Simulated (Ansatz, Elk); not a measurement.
# How far do independent atoms describe FeCu2?

The structure of FeCu2 used here is made up (a known structure type with other elements) and was relaxed beforehand with PBE. The aim is the Fourier transform of its all-electron density, F(hkl), set beside the sum over free spherical atoms that refinements use.

Main program and level: Elk 11.2.3 (patched build); DFT, PBE, all-electron APW+lo, Dirac cores, scalar-relativistic bands, static density, ferromagnetic start.

This account leaves out most program logs.

The structure was built from a prototype and need not be the compound's stable phase.

## (1) The starting structure

The structure is tetragonal, space group I4/mmm (No. 139). Conventional cell: a = 2.540 Å, b = 2.540 Å, c = 11.101 Å, α = 90.00°, β = 90.00°, γ = 90.00°. Nearest to Cu lie 8 Cu at 2.54 to 2.58 Å and 4 Fe at 2.58 Å. Nearest to Fe lie 4 Fe at 2.54 Å and 8 Cu at 2.58 Å. Farther neighbours are not listed.

Coordinates:

```cif
data_structure
_symmetry_space_group_name_H-M 'P 1'
_symmetry_Int_Tables_number 1
_cell_length_a 5.8336
_cell_length_b 5.8336
_cell_length_c 5.8336
_cell_angle_alpha 154.855
_cell_angle_beta 154.855
_cell_angle_gamma 35.858
_cell_volume 35.80
loop_
_atom_site_label
_atom_site_type_symbol
_atom_site_fract_x
_atom_site_fract_y
_atom_site_fract_z
_atom_site_occupancy
Cu1 Cu 0.66669 0.66669 0.00000 1
Cu2 Cu 0.33331 0.33331 0.00000 1
Fe3 Fe 0.00000 0.00000 0.00000 1
```

## (2) Ground state and structure factors

An all-electron density is needed, since X-rays see the cores too. Task 0 finds the density and task 195 Fourier-transforms it; tshift is off so that phases refer to the origin typed.

elk.in reads:

```
tasks
  0
  195
  196

xctype
  20

spinpol
  .true.

rgkmax
  7.0

gmaxvr
  14.0

lmaxo
  7

lmaxapw
  8

swidth
  0.002

tshift
  .false.

ramdisk
  .false.

hmaxvr
  5.5

maxscl
  120

epspot
  1e-06

reducebf
  0.8

sppath
  './'

avec
  -2.39962118204 2.39962118204 10.48855108514
  2.39962118204 -2.39962118204 10.48855108514
  2.39962118204 2.39962118204 -10.48855108514

atoms
  2
  'Cu.in'
  2
  0.6666936596 0.6666936596 -0.0000000000   0.000000 0.000000 0.000000
  0.3333063404 0.3333063404 -0.0000000000   0.000000 0.000000 0.000000
  'Fe.in'
  1
  -0.0000000000 -0.0000000000 0.0000000000   0.000000 0.000000 -0.130000

ngridk
  10 10 10
```

Command:

```console
OMP_NUM_THREADS=4 elk
```

It took 5.6 min on 4 threads of Intel Xeon Platinum 8488C (Sapphire Rapids), shared host; peak memory 0.42 GiB; 21 min of CPU time.

SFACRHO.OUT:

```text

h k l indices transformed by vhmat matrix:
   1.000000000       0.000000000       0.000000000    
   0.000000000       1.000000000       0.000000000    
   0.000000000       0.000000000       1.000000000    

      h      k      l  multipl.   |H|            Re(F)            Im(F)           |F|

      0      0      0      1   0.0000000       84.000000      0.55976272E-17   84.000000    
     -1     -1      1      2  0.59905179      -3.1183673      0.82446571E-17   3.1183673    
     -2     -2      2      2   1.1981036      -3.1833445      0.10394253E-16   3.1833445    
     -1      0      0      8   1.3430301      -3.2327488      0.27851126E-16   3.2327488    
     -1     -2      2      8   1.5879093       62.098369     -0.19308709E-13   62.098369    
     -3     -3      3      2   1.7971554       58.867215     -0.36666728E-13   58.867215    
      1     -1      0      4   1.8514935       57.925022      0.11505886E-14   57.925022    
      2      0     -1      8   1.9459936      -3.0298871     -0.76850097E-17   3.0298871    
     -3     -2      3      8   1.9891978      -2.9585286      0.16760081E-13   2.9585286    
     -2     -2      1      8   2.2053300      -2.8417531      0.18850014E-16   2.8417531    
      4      4     -4      2   2.3962072      -2.7551795     -0.72733832E-17   2.7551795    
      3      4     -4      8   2.4718589      -2.6511915     -0.15096411E-13   2.6511915    
     -2     -4      3      8   2.5802704       47.749458     -0.29900633E-13   47.749458    
     -1      1      1      4   2.6184072       47.264810     -0.95188671E-15   47.264810    
      2      0     -2      8   2.6860602      -2.5948345     -0.10600851E-17   2.5948345    
     -3     -1      1      8   2.8794979      -2.4446469     -0.75713543E-17   2.4446469    
     -1      0      2     16   2.9427514      -2.4719617     -0.34370091E-16   2.4719617    
      5      5     -5      2   2.9952590      -2.3502954     -0.26823874E-13   2.3502954
```

Elk indexes on the primitive cell of elk.in and gives |H| = 4π sin θ/λ in inverse bohr. Below, one row stands for each form hkl of the conventional cell (m members, Friedel mates merged), F is for one primitive cell and the density is static (no thermal factor). Free-atom factors are Waasmaier and Kirfel's, and R is Σm||F|−|F'||/Σm|F|.

| hkl | m | sin θ/λ (Å⁻¹) | abs F, DFT | neutral atoms | diff. |
| --- | --- | --- | --- | --- | --- |
| 002 | 2 | 0.090 | 3.118 | 3.379 | -0.261 |
| 004 | 2 | 0.180 | 3.183 | 3.497 | -0.313 |
| 101 | 8 | 0.202 | 3.233 | 3.478 | -0.245 |
| 103 | 8 | 0.239 | 62.098 | 62.952 | -0.854 |
| 006 | 2 | 0.270 | 58.867 | 59.601 | -0.734 |
| 110 | 4 | 0.278 | 57.925 | 58.739 | -0.815 |
| 112 | 8 | 0.293 | 3.030 | 3.177 | -0.147 |
| 105 | 8 | 0.299 | 2.958 | 3.166 | -0.207 |
| 114 | 8 | 0.332 | 2.842 | 2.966 | -0.124 |
| 008 | 2 | 0.360 | 2.755 | 2.894 | -0.139 |
| 107 | 8 | 0.372 | 2.651 | 2.762 | -0.111 |
| 116 | 8 | 0.388 | 47.749 | 47.924 | -0.175 |
| 200 | 4 | 0.394 | 47.265 | 47.409 | -0.144 |
| 202 | 8 | 0.404 | 2.595 | 2.654 | -0.059 |
| 204 | 8 | 0.433 | 2.445 | 2.490 | -0.045 |
| 211 | 16 | 0.443 | 2.472 | 2.459 | +0.013 |
| 0 0 10 | 2 | 0.450 | 2.350 | 2.383 | -0.033 |
| 109 | 8 | 0.451 | 42.632 | 42.611 | +0.021 |
| 118 | 8 | 0.455 | 2.431 | 2.439 | -0.009 |
| 213 | 16 | 0.461 | 41.827 | 41.842 | -0.015 |
| 206 | 8 | 0.478 | 40.593 | 40.549 | +0.044 |
| 215 | 16 | 0.494 | 2.274 | 2.248 | +0.026 |

## (3) The magnetisation density

The same run holds the spin density, and task 196 transforms it. The order is that of the start, and no other was tried.

SFACMAG_1.OUT:

```text

h k l indices transformed by vhmat matrix:
   1.000000000       0.000000000       0.000000000    
   0.000000000       1.000000000       0.000000000    
   0.000000000       0.000000000       1.000000000    

      h      k      l  multipl.   |H|            Re(F)            Im(F)           |F|

      0      0      0      1   0.0000000       2.6233198     -0.71515815E-18   2.6233198    
     -1     -1      1      2  0.59905179       2.3502683      0.53281682E-16   2.3502683    
     -2     -2      2      2   1.1981036       1.9389460     -0.14558907E-16   1.9389460    
     -1      0      0      8   1.3430301       1.8636740      0.69284305E-18   1.8636740    
     -1     -2      2      8   1.5879093       1.7573073     -0.65902906E-16   1.7573073    
     -3     -3      3      2   1.7971554       1.4663804     -0.10651260E-15   1.4663804    
      1     -1      0      4   1.8514935       1.5439849      0.13195427E-17   1.5439849    
      2      0     -1      8   1.9459936       1.2746322     -0.14964235E-16   1.2746322    
     -3     -2      3      8   1.9891978       1.1616087      0.49362611E-16   1.1616087    
     -2     -2      1      8   2.2053300       1.0299148      0.28994705E-17   1.0299148    
      4      4     -4      2   2.3962072      0.82947436      0.85989193E-18  0.82947436    
      3      4     -4      8   2.4718589      0.79553098     -0.26038590E-16  0.79553098    
     -2     -4      3      8   2.5802704      0.87235324     -0.58020907E-16  0.87235324    
     -1      1      1      4   2.6184072      0.83788882     -0.18937645E-17  0.83788882    
      2      0     -2      8   2.6860602      0.69051106     -0.65864597E-18  0.69051106    
     -3     -1      1      8   2.8794979      0.56968456     -0.24424497E-17  0.56968456
```

The total moment is 2.62 μB a cell; sphere moments: Cu1 +0.02, Cu2 +0.02, Fe3 +2.62 μB. Polarised neutrons measure spin and orbital magnetisation together; without spin-orbit coupling the run gives the spin part. With nearly all of the moment on one atom, abs F_M/F_M(0) is close to a form factor, set here beside ⟨j0⟩ of the free Fe2+ ion, taken for comparison since the valence isn't defined:

| hkl | sin θ/λ (Å⁻¹) | abs F_M (μB) | F_M/F_M(0) | ⟨j0⟩ |
| --- | --- | --- | --- | --- |
| 002 | 0.090 | 2.350 | 0.896 | 0.922 |
| 004 | 0.180 | 1.939 | 0.739 | 0.731 |
| 101 | 0.202 | 1.864 | 0.710 | 0.678 |
| 103 | 0.239 | 1.757 | 0.670 | 0.589 |
| 006 | 0.270 | 1.466 | 0.559 | 0.516 |
| 110 | 0.278 | 1.544 | 0.589 | 0.498 |
| 112 | 0.293 | 1.275 | 0.486 | 0.466 |
| 105 | 0.299 | 1.162 | 0.443 | 0.453 |
| 114 | 0.332 | 1.030 | 0.393 | 0.387 |
| 008 | 0.360 | 0.830 | 0.316 | 0.334 |
| 107 | 0.372 | 0.795 | 0.303 | 0.315 |
| 116 | 0.388 | 0.872 | 0.333 | 0.288 |
| 200 | 0.394 | 0.838 | 0.319 | 0.279 |
| 202 | 0.404 | 0.691 | 0.263 | 0.264 |

## (4) The highest occupied states alone

An energy window below the Fermi level keeps the highest occupied states, to see at which angles they scatter; shallow core shells can lie inside it and anion s states outside. No new self-consistency is needed.

Changes to elk.in since step 2:

```diff
@@ -1,5 +1,3 @@
 tasks
-  0
   195
-  196
 
@@ -44,2 +42,5 @@
 
+wsfac
+  -0.289320 0.561920
+
 sppath
```

Command:

```console
OMP_NUM_THREADS=4 elk
```

Wall time 4.9 s (4 threads); peak memory 0.19 GiB.

States within 15 eV below the Fermi level hold 30.00 electrons; any levels below the window count with the cores. Their amplitudes can exceed the total, where window and core parts have opposite phase:

| hkl | sin θ/λ (Å⁻¹) | abs F, window | abs F, all |
| --- | --- | --- | --- |
| 002 | 0.090 | 3.002 | 3.118 |
| 004 | 0.180 | 2.846 | 3.183 |
| 101 | 0.202 | 2.804 | 3.233 |
| 103 | 0.239 | 14.858 | 62.098 |
| 006 | 0.270 | 13.211 | 58.867 |
| 110 | 0.278 | 12.688 | 57.925 |
| 112 | 0.293 | 2.288 | 3.030 |
| 105 | 0.299 | 2.181 | 2.958 |
| 114 | 0.332 | 2.026 | 2.842 |
| 008 | 0.360 | 1.812 | 2.755 |

## (5) Another functional

The difference from free atoms is small, so it is set against the change that PBEsol makes.

Changes to elk.in since step 4:

```diff
@@ -1,6 +1,8 @@
 tasks
+  0
   195
+  196
 
 xctype
-  20
+  22
 
@@ -42,5 +44,2 @@
 
-wsfac
-  -0.289320 0.561920
-
 sppath
```

Command:

```console
OMP_NUM_THREADS=4 elk
```

The job ended after 5.6 min (4 threads; peak memory 0.42 GiB).

Against the first run R = 0.03 %; the largest change is -0.031 at 006. The moment goes from 2.62 to 2.62 μB.

## (6) Basis size

The basis and the expansions that go with it are enlarged, to see whether the differences are converged.

Changes to elk.in since step 5:

```diff
@@ -6,3 +6,3 @@
 xctype
-  22
+  20
 
@@ -12,12 +12,12 @@
 rgkmax
-  7.0
+  8.5
 
 gmaxvr
-  14.0
+  18.0
 
 lmaxo
-  7
+  9
 
 lmaxapw
-  8
+  10
```

Command:

```console
OMP_NUM_THREADS=4 elk
```

It took 9.5 min on 4 threads; peak memory 0.51 GiB; 36 min of CPU time.

## (7) A coarser k-mesh

About half the k-points along each axis test the sampling.

Changes to elk.in since step 6:

```diff
@@ -12,12 +12,12 @@
 rgkmax
-  8.5
+  7.0
 
 gmaxvr
-  18.0
+  14.0
 
 lmaxo
-  9
+  7
 
 lmaxapw
-  10
+  8
 
@@ -63,2 +63,2 @@
 ngridk
-  10 10 10
+  5 5 5
```

Command:

```console
OMP_NUM_THREADS=4 elk
```

It took 74 s on 4 threads; peak memory 0.43 GiB.

Against the first run R = 0.05 %; the largest change is -0.026 at 008. The moment goes from 2.62 to 2.79 μB.

## (8) Settings against the effect

| run | R against the first run (%) | R against neutral atoms, low angle (%) | wall time |
| --- | --- | --- | --- |
| PBE, rgkmax 7 | 0.00 | 1.88 | 5.6 min |
| PBEsol | 0.03 | 1.92 | 5.6 min |
| k-mesh 5×5×5 | 0.05 | 1.88 | 74 s |

## (9) What came out

```
R against neutral atoms, sin θ/λ < 0.3 Å⁻¹                : 1.88 %
R against neutral atoms, 0.3 to 0.82 Å⁻¹                  : 0.54 %
magnetic form factor over free-ion ⟨j0⟩, 0.12 to 0.35 Å⁻¹ : 1.06
```

In words: Independent neutral atoms miss the calculated amplitudes by R = 1.88 % below 0.3 Å⁻¹ and 0.54 % from there to 0.82 Å⁻¹; by shells, 8.36 % below 0.15 Å⁻¹ (1 form), 1.83 % 0.15 to 0.3 (7 forms), 0.74 % 0.3 to 0.45 (8 forms), 0.52 % above 0.45 (58 forms). Bonding, aspherical density and the tables' own atoms all enter these figures, and the runs don't part them. The largest change of an amplitude is -0.85 electrons, at 103. The magnetic order is that of the start. No other order was tried here, and an antiferromagnetic one would change or move the magnetic intensity. Between 0.12 and 0.35 Å⁻¹ the magnetic form factor is 1.06 times the free-ion one. The sphere holds 2.62 of the 2.62 μB; that share, the choice of ion, the size of the d shell and its asphericity all move this ratio. The window's part falls from 30.0 electrons at the origin to at most 6.34 between 0.45 and 0.82 Å⁻¹, where compact states inside the window still scatter. Below 0.3 Å⁻¹ the changes that finished (PBEsol and k-mesh 5×5×5) move F by R = 0.04 % at most, against the 1.88 % that separates it from free atoms. The magnetic factors move by R = 0.8 % (PBEsol) and 2.9 % (k-mesh 5×5×5), so they aren't settled to better than that. The basis has no finished test. Part of the difference isn't bonding: the tables are fits to free atoms and ions calculated by other methods than this functional. Thermal motion, anomalous dispersion and extinction are left out.

[Logs are printed without paths, hosts, clocks, repeated set-up lines and the standing remarks that a program may print on its own settings, such as how far it seeks lower states.]

[Hosts, paths, dates, database ids (printed as entryN), source tags and the programs' standing remarks are cut or masked in the printed files.]
